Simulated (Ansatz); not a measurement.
# CaTiSe3 (model cell, started as cubic perovskite with Ti in the octahedra): following an unstable mode, part 3 of 3

Aim: this structure of CaTiSe3 (model cell, started as cubic perovskite with Ti in the octahedra) is to be tested for unstable modes, and one is followed downhill.

Ansatz 0.2.0; DFT PBEsol, scalar-relativistic, plane waves, PAW; PAW set soft_1.

So far. Step 5 (Energy along the mode, all amplitudes (two of the runs …): The lowest of the steps tried is the last one, at 0.6 Å, 128 meV/atom below the parent; the bottom of the well need not coincide with a step. Step 7 (The new phase in its own primitive cell): The largest force component left is 0.14 meV/Å and the pressure is 0.003 GPa, within the tolerances set. The cell now holds 22.50 Å³/atom. The relaxed cell has a = 6.611, c = 10.297 Å (conventional setting).

The structure was built from a prototype and need not be the compound's stable phase.

## Step 8: Modes of the new phase

A relaxed structure may still be a saddle point, so its zone-centre modes are computed. No field response is asked, since the mesh shows no gap.

input.yaml

```yaml
crystal:
  lattice:
    - [-3.3056103911, 3.3056103911, 5.1485604404]
    - [3.3056103911, -3.3056103911, 5.1485604404]
    - [3.3056103911, 3.3056103911, -5.1485604404]
  atoms:
    - { symbol: Ca, position: [0.75, 0.25, 0.5] }
    - { symbol: Ca, position: [0.25, 0.75, 0.5] }
    - { symbol: Ti, position: [0.0, 0.0, 0.0] }
    - { symbol: Ti, position: [0.5, 0.5, 0.0] }
    - { symbol: Se, position: [0.6610457948, 0.1610457948, 0.8220915896] }
    - { symbol: Se, position: [0.3389542052, 0.8389542052, 0.1779084104] }
    - { symbol: Se, position: [0.75, 0.75, 0.0] }
    - { symbol: Se, position: [0.25, 0.25, 0.0] }
    - { symbol: Se, position: [0.1610457948, 0.3389542052, 0.5] }
    - { symbol: Se, position: [0.8389542052, 0.6610457948, 0.5] }
kpoints:
  mp_grid: { grid: [8, 8, 8] }
hamiltonian:
  xc: pbesol
  pseudopotentials: { kind: paw, azcp: { folder: soft_1 }, xc_functional: pbe }
scf:
  occupations: { method: methfessel_paxton, width: 0.2 }
output:
  eigenvalues: true
phonons:
  method: dfpt
```

On the command line:

```bash
ansatz run input.yaml --threads 4 --pin off --max-ram 16384MiB --backend cpu --events-out ev --progress --plain --runs-dir out
```

Numbers of over 12 decimals in the logs are rounded to 6 here.

What it wrote:

```text
[...]
Crystal: 10 atoms, lattice volume = 225.035 Å³
Basis set: ecut = 420 eV, 4409 PW (Γ), exchange–correlation on 96×96×96 points (8 copies of the dense FFT grid, shifted against one another)
Bands: 84, of which v1, the nominal top of the filled ones, is band 70 counted from 1 (69 counted from 0)
Symmetry: 16 space group operations
k-points: 260 of 512 (irreducible under 1 space group operation, time reversal used)
[...]
SCF iter   1: F=—  HF=-41099.457393 eV  |F-HF|=—  |Δ(HF+E_count)|=         —  Δρ=9.77e-2  dr2=3.95e1  ethr=3.10e-3  ⟨swp⟩=7.5  Hψ=85446  notcnv=0
[...]
SCF iter  15: F=-41093.870908 eV  HF=-41093.870908 eV  |F-HF|=7.28e-12  |Δ(HF+E_count)|=    0.00e0  S|Δr|=    0.00e0  Δρ=6.70e-8  dr2=7.54e-12  ethr=1.00e-12  ⟨swp⟩=11.9  Hψ=121969  notcnv=0
SCF 1 converged in 15 iterations: F = -41093.870908 eV  dr2 = 7.54e-12
[...]
DFPT response loops at Γ: preconditioner auto → Kerker (q_TF=auto, 2.521 Å⁻¹) (partly filled bands, converged f_vac=0.021); β = 1.00, the filter's whole step (`scf.mixing.beta` (0.50) is not read by the response loops under this deck's `scf.mixing.preconditioner`; to damp them name `kerker` or `kerker_dos`, under which they read `scf.mixing.beta`, and type it under 1.00, their step now; both keys bind the ground state too); Broyden in place of MSR1
SCF converged after 15 iterations
[...]
Free energy (F): -41093.870908 eV
[...]
Internal energy: -41093.875453 eV  (E = F + TS)
E sigma→0 (E₀):  -41093.872044 eV
Entropy (-TS):   0.004545 eV (0.455 meV/atom)
Fermi energy:    9.431717 eV
[...]
--- Band table (eV; the first three rows and the last of 260) ---
  k-point 0: bands = [... 66 lower, 8.4067, 8.5201, 9.5168, 9.6946, 9.6946, 9.7636, 9.7636, 9.9045, ... 10 higher]
  k-point 1: bands = [... 66 lower, 8.3661, 8.7565, 9.0135, 9.0293, 9.6017, 9.7620, 10.1904, 10.2972, ... 10 higher]
  k-point 2: bands = [... 66 lower, 8.1395, 8.5059, 8.6234, 8.7692, 9.3786, 10.0083, 10.1835, 10.5112, ... 10 higher]
  k-point 259: bands = [... 66 lower, 7.0900, 7.0900, 9.5385, 9.7456, 9.7456, 9.8503, 10.4887, 10.4887, ... 10 higher]
--- Phonons (Γ-DFPT): 8 representative perturbations + reference, on 260 of 512 k-points (Σ response iterations 32) ---
  k mesh reduced under 1 symmetry operation, with k and −k counted as one. Each operation leaves every solved perturbation unchanged. A smaller set is not used because it would not reduce the number of displacements times k-points to solve
  ASR residual: 2.328e-5 → 0.000e0 eV/Å²; symmetrization residual: 1.597e-5 eV/Å²
  ASR residual per site (eV/Å²): 7.20e-6 7.20e-6 2.20e-5 2.20e-5 2.33e-5 2.33e-5 9.53e-6 9.53e-6 2.33e-5 2.33e-5
  Γ frequencies (cm⁻¹): -112.26 -58.14 -58.14 0.00 0.00 0.00 49.28 49.28 69.53 69.53 82.08 82.08 112.10 130.57 130.57 131.70 137.91 138.58 138.58 157.31 168.26 182.65 191.52 195.71 196.70 241.34 241.34 248.18 271.07 271.07
  non-analytic LO–TO correction: not included (Born effective charges unavailable; polar crystals: no LO–TO splitting at Γ)
```

It took 44 min on 4 threads of Arm Neoverse V1, shared host; peak memory 12 GiB.

This step gave:

| Item | Value |
| --- | --- |
| sum-rule residual before enforcement | 2.33e-5 eV/Å² |
| point group | 4/mmm |
| highest optical mode at the zone centre (no LO-TO term) | 271.1 cm⁻¹ |
| lowest optical zone-centre mode | -112.3 cm⁻¹ |

Patterns of degenerate modes are one choice out of their space. The modes at Γ (shares of kinetic energy by element, %) (negative means imaginary):

```
mode  frequency (cm⁻¹)  symmetry  Ca %  Ti %  Se %
   1            -112.3       A2u     5    78    17
   2             -58.1        Eg    31     0    69
   3             -58.1        Eg    31     0    69
   4               0.0  acoustic    12    15    73
   5               0.0  acoustic    12    15    73
   6               0.0  acoustic    12    15    73
   7              49.3        Eu    66     1    34
   8              49.3        Eu    66     1    34
   9              69.5        Eu    16    17    67
  10              69.5        Eu    16    17    67
  11              82.1        Eg    59     0    41
  12              82.1        Eg    59     0    41
  13             112.1       B1u     0     0   100
  14             130.6        Eu     6    18    76
  15             130.6        Eu     6    18    76
  16             131.7       B2g    48     0    52
  17             137.9       A1g     0     0   100
  18             138.6        Eg    10     0    90
  19             138.6        Eg    10     0    90
  20             157.3       A2g     0     0   100
  21             168.3       A2u    53     4    43
  22             182.7       A1u     0   100     0
  23             191.5       B2g    52     0    48
  24             195.7       A2u    30     3    67
  25             196.7       B1g     0     0   100
  26             241.3        Eu     0    52    48
  27             241.3        Eu     0    52    48
  28             248.2       A2g     0     0   100
  29             271.1        Eu     0    97     3
  30             271.1        Eu     0    97     3
```

Displacements in mode 1 (-112.3 cm⁻¹), the largest set to 1:
```
Ca1  0.00  0.00 -0.26
Ca2  0.00  0.00 -0.26
Ti3  0.00  0.00  1.00
Ti4  0.00  0.00  1.00
Se5  0.00  0.00 -0.26
Se6  0.00  0.00 -0.26
Se7  0.00  0.00  0.04
Se8  0.00  0.00  0.04
Se9  0.00  0.00 -0.26
Se10 0.00  0.00 -0.26
```

Displacements in mode 3 (-58.1 cm⁻¹), the largest set to 1:
```
Ca1 -1.00 -0.01  0.00
Ca2  1.00  0.01  0.00
Ti3  0.00  0.00  0.00
Ti4  0.00  0.00  0.00
Se5  0.00  0.00  0.47
Se6  0.00  0.00 -0.47
Se7  0.82 -0.01  0.00
Se8 -0.82  0.01  0.00
Se9  0.00  0.00  0.46
Se10 0.00  0.00 -0.46
```

Before it was imposed, the acoustic sum rule was missed by 2.3e-5 eV/Å². Small misses are needed for a sound result but don't prove that mesh and cutoff are converged. The lowest optical mode is imaginary, 112.3i cm⁻¹, so the energy falls along it.

## Step 9: What came out

| Property | Result |
| --- | --- |
| unstable mode of the parent | q = (-0.5, -0.5, -0.5), 104i cm⁻¹ |
| depth at the lowest point sampled | 128 meV/atom |
| largest atomic shift at that point | 0.6 Å |
| space group reached (within 0.01 Å) | I4/mcm |
| energy gained over the parent (first relaxation, on the mesh of the frozen mode) | 179 meV/atom |
| volume per atom, phase reached | 22.5 Å³ |
| lowest optical zone-centre mode, phase reached | -112 cm⁻¹ |
| highest optical mode at the zone centre (no LO-TO term), phase reached | 271 cm⁻¹ |

What this shows: Along this mode the structure falls into I4/mcm, 179 meV/atom below the parent. At the parent's cell the well is 127.7 meV/atom deep on the steps tried, with its lowest point at a shift of 0.6 Å. That is the last step tried, so the steps alone don't bracket the bottom of the well. Relaxing atoms and cell changes the gain by +51.81 meV/atom against the lowest step (energies at zero smearing). The new phase still has an imaginary mode at the zone centre of its cell, so it is a saddle point on the way to a lower structure. Of the 4 patterns followed to their end from this parent, this one ends 1.60 meV/atom above the lowest, Imma. Each path keeps the symmetry of its pattern, so a lower phase may lie along a pattern not tried. With no gap, or one that is small against the smearing, the frequencies hang on the k mesh and the smearing, most of all near Kohn anomalies. A semilocal functional can close a gap that the real compound would have, so the metallic treatment may be an artefact of the level. The PAW files were made for PBE and serve the other functionals too. The starting cell was built on a prototype and not taken from a measurement, so the phase need not exist.

[Logs are printed without paths, hosts, clocks, repeated set-up lines and the standing remarks that a program may print on its own settings, such as how far it seeks lower states.]

[Hosts, paths, dates, database ids (printed as entryN), source tags and the programs' standing remarks are cut or masked in the printed files.]
